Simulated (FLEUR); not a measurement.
# FePt (Tetraferroplatinum): parallel and opposed starts, part 2 of 2

A self-consistent run ends on one state, which hangs on the start. Several orders of FePt (Tetraferroplatinum) are started in FLEUR and their energies compared.

FLEUR MaX-R8.1; PBEsol; all-electron FLAPW, Dirac cores, scalar-relativistic bands.

So far, largest spin moment in the muffin-tin sphere (μB): step 2 (start 1: ferro +) 2.98; step 3 (run 2 (antiferro q=(0,1/2,0) +-)) 2.93.

## (4) Run 3 (antiferro q=(0,0,1/2) +-)

Reversing part of the moments tests the sign of the couplings between them.

This order needs a doubled cell of 4 atoms. The mesh is halved along the doubled vector, so that both cells sample the same points. The k list default-1 (kpts.xml, not shown) is a Γ-centred 10×10×5 mesh.

inp.xml

```
<?xml version="1.0" encoding="UTF-8" standalone="no"?>
<fleurInput fleurInputVersion="0.39">
   <comment>
      FePt
   </comment>
   <calculationSetup>
      <cutoffs Kmax="3.6" Gmax="10.8" GmaxXC="10.8" numbands="0"/>
      <scfLoop itmax="90" minDistance="0.00002" maxIterBroyd="15" imix="Anderson" alpha="0.05" precondParam="0.0" spinf="2.0" sdNocoIR="T"/>
      <coreElectrons ctail="T" frcor="F" kcrel="0" coretail_lmax="0"/>
      <xcFunctional name="PBEs" relativisticCorrections="F"/>
      <magnetism jspins="2"/>
      <soc l_soc="F" theta="0.0" phi="0.0" spav="F"/>
      <expertModes spex="0" secvar="F"/>
      <geometryOptimization l_f="F" forcealpha="1.0" forcemix="BFGS" epsdisp="0.00001" epsforce="0.00001"/>
      <ldaU l_linMix="F" mixParam="0.05" spinf="1.0"/>
   </calculationSetup>
   <cell>
      <bzIntegration valenceElectrons="64.0" mode="hist" fermiSmearingEnergy="0.00183747">
         <kPointListSelection listName="default-1"/>
         <xi:include xmlns:xi="http://www.w3.org/2001/XInclude" href="kpts.xml"> </xi:include>
      </bzIntegration>
      <xi:include xmlns:xi="http://www.w3.org/2001/XInclude" href="sym.xml"> </xi:include>
      <bulkLattice scale="1.0">
         <bravaisMatrix>
            <row-1>    5.1466691003480998     0.0000000000000000     0.0000000000000000</row-1>
            <row-2>    0.0000000000000000     5.1466691003480998     0.0000000000000000</row-2>
            <row-3>    0.0000000000000000     0.0000000000000000    14.0595623670240002</row-3>
         </bravaisMatrix>
      </bulkLattice>
   </cell>
   <atomSpecies>
      <species name="Iron (Fe) 2.800" element="Fe" atomicNumber="26">
         <mtSphere radius="2.47" gridPoints="817" logIncrement="0.015"/>
         <atomicCutoffs lmax="10" lnonsphr="8"/>
         <electronConfig flipSpins="F">
            <coreConfig>(1s1/2) (2s1/2) (2p1/2) (2p3/2)</coreConfig>
            <valenceConfig>(3s1/2) (3p1/2) (3p3/2) (4s1/2) (3d3/2) (3d5/2)</valenceConfig>
            <stateOccupation state="(3d3/2)" spinUp="1.4" spinDown="1.0"/>
            <stateOccupation state="(3d5/2)" spinUp="3.0" spinDown="0.6"/>
         </electronConfig>
         <energyParameters s="4" p="4" d="3" f="4"/>
         <lo type="SCLO" l="0" n="3" eDeriv="0"/>
         <lo type="SCLO" l="1" n="3" eDeriv="0"/>
      </species>
      <species name="Iron (Fe) -2.800" element="Fe" atomicNumber="26">
         <mtSphere radius="2.47" gridPoints="817" logIncrement="0.015"/>
         <atomicCutoffs lmax="10" lnonsphr="8"/>
         <electronConfig flipSpins="F">
            <coreConfig>(1s1/2) (2s1/2) (2p1/2) (2p3/2)</coreConfig>
            <valenceConfig>(3s1/2) (3p1/2) (3p3/2) (4s1/2) (3d3/2) (3d5/2)</valenceConfig>
            <stateOccupation state="(3d3/2)" spinUp="1.0" spinDown="1.4"/>
            <stateOccupation state="(3d5/2)" spinUp="0.6" spinDown="3.0"/>
         </electronConfig>
         <energyParameters s="4" p="4" d="3" f="4"/>
         <lo type="SCLO" l="0" n="3" eDeriv="0"/>
         <lo type="SCLO" l="1" n="3" eDeriv="0"/>
      </species>
      <species name="Platinum (Pt)" element="Pt" atomicNumber="78">
         <mtSphere radius="2.47" gridPoints="817" logIncrement="0.016"/>
         <atomicCutoffs lmax="10" lnonsphr="8"/>
         <electronConfig flipSpins="F">
            <coreConfig>(1s1/2) (2s1/2) (2p1/2) (2p3/2) (3s1/2) (3p1/2) (3p3/2) (4s1/2) (3d3/2) (3d5/2) (4p1/2) (4p3/2) (5s1/2) (4d3/2) (4d5/2) (4f5/2) (4f7/2)</coreConfig>
            <valenceConfig>(5p1/2) (5p3/2) (6s1/2) (5d3/2) (5d5/2)</valenceConfig>
            <stateOccupation state="(6s1/2)" spinUp="0.500000" spinDown="0.500000"/>
            <stateOccupation state="(5d3/2)" spinUp="1.800000" spinDown="1.800000"/>
            <stateOccupation state="(5d5/2)" spinUp="2.700000" spinDown="2.700000"/>
         </electronConfig>
         <energyParameters s="6" p="6" d="5" f="5"/>
         <lo type="SCLO" l="1" n="5" eDeriv="0"/>
      </species>
   </atomSpecies>
   <atomGroups>
      <atomGroup species="Iron (Fe) 2.800">
         <relPos label="                   1">.0000000000 .0000000000 .0000000000</relPos>
         <force calculate="T" relaxXYZ="TTT"/>
      </atomGroup>
      <atomGroup species="Iron (Fe) -2.800">
         <relPos label="                   2">.0000000000 .0000000000 1.000/2.000</relPos>
         <force calculate="T" relaxXYZ="TTT"/>
      </atomGroup>
      <atomGroup species="Platinum (Pt)">
         <relPos label="                   3">1.000/2.000 1.000/2.000 1.000/4.000</relPos>
         <relPos label="                   4">1.000/2.000 1.000/2.000 -1.000/4.000</relPos>
         <force calculate="T" relaxXYZ="TTT"/>
      </atomGroup>
   </atomGroups>
   <output dos="F" band="F" slice="F">
      <bandDOS minEnergy="-.5*Htr" maxEnergy="0.5*Htr" sigma="0.015" storeEVData="T"/>
      <plotting iplot="0" polar="F">
         <plot TwoD="T" vec1="  1.0  0.0  0.0" vec2="  0.0  1.0  0.0" vec3="  0.0  0.0  1.0" zero="  0.0  0.0  0.0" file="plot"/>
      </plotting>
      <moessbauerParams electricFieldGradient="F" isomerShift="F" coreHyperfine="F" valenceHyperfine="F"/>
   </output>
</fleurInput>
```

crystal.txt

```
FePt
&input film=F cartesian=F /
2.72350000000  0.00000000000  0.00000000000
0.00000000000  2.72350000000  0.00000000000
0.00000000000  0.00000000000  7.44000000000
1.8897261246
1.0 1.0 1.0

4
26 0.00000000000  0.00000000000  0.00000000000 : 2.800
26 0.00000000000  0.00000000000  0.50000000000 : -2.800
78 0.50000000000  0.50000000000  0.25000000000
78 0.50000000000  0.50000000000  0.75000000000

&kpt div1=10 div2=10 div3=5 gamma=T /
```

Command:

```console
$ OMP_NUM_THREADS=1 inpgen -f crystal.txt > inpgen.log  # inp.xml is then edited as shown
$ OMP_NUM_THREADS=1 mpirun -n 4 fleur_MPI > fleur.log
```

The program printed:

```text
[banner, memory and clock lines left out]
Welcome to FLEUR        (www.flapw.de)
      MaX-Release 8.1          (www.max-centre.eu)

 ========== k-point set info ==========
 Selected k-point list: default-1
 k-point list type: mesh
 0 x 0 x 0
 Number of k points: 64

 [... set-up left out ...]
 Iteration:     1   Distance:      38.15394710 me/bohr^3
 Iteration:     2   Distance:      17.46236820 me/bohr^3
 Iteration:     3   Distance:      13.53320230 me/bohr^3
 Iteration:     4   Distance:       8.62769725 me/bohr^3
 Iteration:     5   Distance:       7.14203358 me/bohr^3
[...]
<sumOfEigenvalues value="   -24116.6690338090">
               <coreElectrons value="-24079.6788223988"/>
               <valenceElectrons value="-36.9902114102"/>
            </sumOfEigenvalues>
         [... left out ...]
            <freeEnergy value="-39426.4797662859"/>
            <extrapolationTo0K value="-39426.4791245343"/>
         </totalEnergy>
         <densityConvergence units="me/bohr^3">
            <chargeDensity spin="1" distance="0.0000128204"/>
            <chargeDensity spin="2" distance="0.0000132249"/>
            <overallChargeDensity distance="0.0000170053"/>
            <spinDensity distance="0.0000197317"/>
         </densityConvergence>
      </iteration>
```

It took 59 s on 4 MPI ranks of Arm Neoverse V1, shared host; peak memory 0.33 GiB; 3.9 min of CPU time.

Spin moment in the muffin-tin sphere by atom:

```
atom  spin moment in the muffin-tin sphere (μB)
 Fe1                                       2.97
 Fe2                                      -2.97
 Pt3                                       0.00
 Pt4                                       0.00
```

Numbers from this step:

| Property | Result |
| --- | --- |
| free energy | -1072849.1692 eV |
| program's band gap on this mesh (in a metal only a level spacing) | 0.009226 eV |
| magnetization | 0 μB |
| final state | antiferromagnetic |

It lies 6.49 meV a seeded atom over the first start, and its largest moment is 2.97 μB against 2.98 μB.

## (5) Run 4 (no spin polarisation)

Without spin polarisation no moment can form, so the difference from the other runs is what forming moments gains.

The k list default-1 (kpts.xml, not shown) is a Γ-centred 10×10×10 mesh.

Changes to inp.xml since step 4:

```diff
@@ -10,3 +10,3 @@
       <xcFunctional name="PBEs" relativisticCorrections="F"/>
-      <magnetism jspins="2"/>
+      <magnetism jspins="1"/>
       <soc l_soc="F" theta="0.0" phi="0.0" spav="F"/>
@@ -17,3 +17,3 @@
    <cell>
-      <bzIntegration valenceElectrons="64.0" mode="hist" fermiSmearingEnergy="0.00183747">
+      <bzIntegration valenceElectrons="32.0" mode="hist" fermiSmearingEnergy="0.00183747">
          <kPointListSelection listName="default-1"/>
@@ -26,3 +26,3 @@
             <row-2>    0.0000000000000000     5.1466691003480998     0.0000000000000000</row-2>
-            <row-3>    0.0000000000000000     0.0000000000000000    14.0595623670240002</row-3>
+            <row-3>    0.0000000000000000     0.0000000000000000     7.0297811835120001</row-3>
          </bravaisMatrix>
@@ -31,3 +31,3 @@
    <atomSpecies>
-      <species name="Iron (Fe) 2.800" element="Fe" atomicNumber="26">
+      <species name="Iron (Fe)" element="Fe" atomicNumber="26">
          <mtSphere radius="2.47" gridPoints="817" logIncrement="0.015"/>
@@ -37,17 +37,4 @@
             <valenceConfig>(3s1/2) (3p1/2) (3p3/2) (4s1/2) (3d3/2) (3d5/2)</valenceConfig>
-            <stateOccupation state="(3d3/2)" spinUp="1.4" spinDown="1.0"/>
-            <stateOccupation state="(3d5/2)" spinUp="3.0" spinDown="0.6"/>
-         </electronConfig>
-         <energyParameters s="4" p="4" d="3" f="4"/>
-         <lo type="SCLO" l="0" n="3" eDeriv="0"/>
-         <lo type="SCLO" l="1" n="3" eDeriv="0"/>
-      </species>
-      <species name="Iron (Fe) -2.800" element="Fe" atomicNumber="26">
-         <mtSphere radius="2.47" gridPoints="817" logIncrement="0.015"/>
-         <atomicCutoffs lmax="10" lnonsphr="8"/>
-         <electronConfig flipSpins="F">
-            <coreConfig>(1s1/2) (2s1/2) (2p1/2) (2p3/2)</coreConfig>
-            <valenceConfig>(3s1/2) (3p1/2) (3p3/2) (4s1/2) (3d3/2) (3d5/2)</valenceConfig>
-            <stateOccupation state="(3d3/2)" spinUp="1.0" spinDown="1.4"/>
-            <stateOccupation state="(3d5/2)" spinUp="0.6" spinDown="3.0"/>
+            <stateOccupation state="(3d3/2)" spinUp="1.200000" spinDown="1.200000"/>
+            <stateOccupation state="(3d5/2)" spinUp="1.800000" spinDown="1.800000"/>
          </electronConfig>
@@ -72,3 +59,3 @@
    <atomGroups>
-      <atomGroup species="Iron (Fe) 2.800">
+      <atomGroup species="Iron (Fe)">
          <relPos label="                   1">.0000000000 .0000000000 .0000000000</relPos>
@@ -76,9 +63,4 @@
       </atomGroup>
-      <atomGroup species="Iron (Fe) -2.800">
-         <relPos label="                   2">.0000000000 .0000000000 1.000/2.000</relPos>
-         <force calculate="T" relaxXYZ="TTT"/>
-      </atomGroup>
       <atomGroup species="Platinum (Pt)">
-         <relPos label="                   3">1.000/2.000 1.000/2.000 1.000/4.000</relPos>
-         <relPos label="                   4">1.000/2.000 1.000/2.000 -1.000/4.000</relPos>
+         <relPos label="                   2">1.000/2.000 1.000/2.000 1.000/2.000</relPos>
          <force calculate="T" relaxXYZ="TTT"/>
```

crystal.txt

```
FePt
&input film=F cartesian=F /
2.72350000000  0.00000000000  0.00000000000
0.00000000000  2.72350000000  0.00000000000
0.00000000000  0.00000000000  3.72000000000
1.8897261246
1.0 1.0 1.0

2
26 0.00000000000  0.00000000000  0.00000000000
78 0.50000000000  0.50000000000  0.50000000000

&kpt div1=10 div2=10 div3=10 gamma=T /
```

The program printed:

```text
[banner, memory and clock lines left out]
Welcome to FLEUR        (www.flapw.de)
      MaX-Release 8.1          (www.max-centre.eu)

 ========== k-point set info ==========
 Selected k-point list: default-1
 k-point list type: mesh
 0 x 0 x 0
 Number of k points: 128

 [... set-up left out ...]
 Iteration:     1   Distance:      58.15438879 me/bohr^3
 Iteration:     2   Distance:      19.70625293 me/bohr^3
 Iteration:     3   Distance:      16.71347968 me/bohr^3
 Iteration:     4   Distance:       9.91890836 me/bohr^3
 Iteration:     5   Distance:       6.01955712 me/bohr^3
[...]
<FermiEnergy value="0.4141323588" units="Htr"/>
         [... left out ...]
         <totalEnergy value="   -19713.2131346725" units="Htr">
            <sumOfEigenvalues value="   -12059.5981667465">
               <coreElectrons value="-12041.0822618750"/>
               <valenceElectrons value="-18.5159048715"/>
            </sumOfEigenvalues>
         [... left out ...]
            <freeEnergy value="-19713.2144195771"/>
            <extrapolationTo0K value="-19713.2137771248"/>
         </totalEnergy>
         <densityConvergence units="me/bohr^3">
            <chargeDensity spin="1" distance="0.0000095212"/>
         </densityConvergence>
      </iteration>
```

Wall time 16 s (4 MPI ranks); peak memory 0.21 GiB.

Numbers from this step:

- free energy: -536423.8917 eV
- program's band gap on this mesh (in a metal only a level spacing): 0.001268 eV
- final state: non-magnetic (no spin polarisation)

It lies 699 meV a seeded atom over the first start.

## (6) The states side by side

Free energies are divided by the number of seeded atoms, so that cells of unlike size compare. Wavevectors q in the names are fractions of the primitive cell's reciprocal vectors.

Orders:

```
                   start        final state  typed order kept  energy over the lowest (meV a seeded atom)  largest sphere moment (μB)  net moment (μB a primitive cell)  mesh matched  CPU time (s)
                 ferro +      ferromagnetic               yes                                           0                       2.983                             3.327           yes         118.8
antiferro q=(0,1/2,0) +-  antiferromagnetic               yes                                       17.09                       2.927                                 0           yes         451.5
antiferro q=(0,0,1/2) +-  antiferromagnetic               yes                                       6.491                       2.973                                 0           yes         234.2
    no spin polarisation       non-magnetic                 -                                       699.4                           0                                 0           yes         63.36
```

## (7) Results

```yaml
lowest_state_found: ferromagnetic (typed ferro +)
largest_site_spin_moment: 2.98 μB
next_finished_state: antiferromagnetic, 6.49 meV a seeded atom higher
energy_gained_by_spin_polarisation: 699 meV a seeded atom
```

**Reading.** The lowest state found is ferromagnetic, reached from the start ferro +, with moments up to 2.98 μB. The next finished state costs 6.5 meV a seeded atom. Forming the largest moments gains far more than ordering them, so they should outlast the ordering temperature. Only 4 starts were tried; other patterns of signs, canted and longer-period orders were not.

[Logs and program files are shortened in this print: banners, set-up blocks, solver, clock and traceback lines can be left out without a mark of their own.]

[Logs are printed without paths, hosts, clocks, repeated set-up lines and the standing remarks that a program may print on its own settings, such as how far it seeks lower states.]

[Hosts, paths, dates, database ids (printed as entryN), source tags and the programs' standing remarks are cut or masked in the printed files.]

[Where a cell is said to come from a database of computed structures, the database is the Materials Project.]
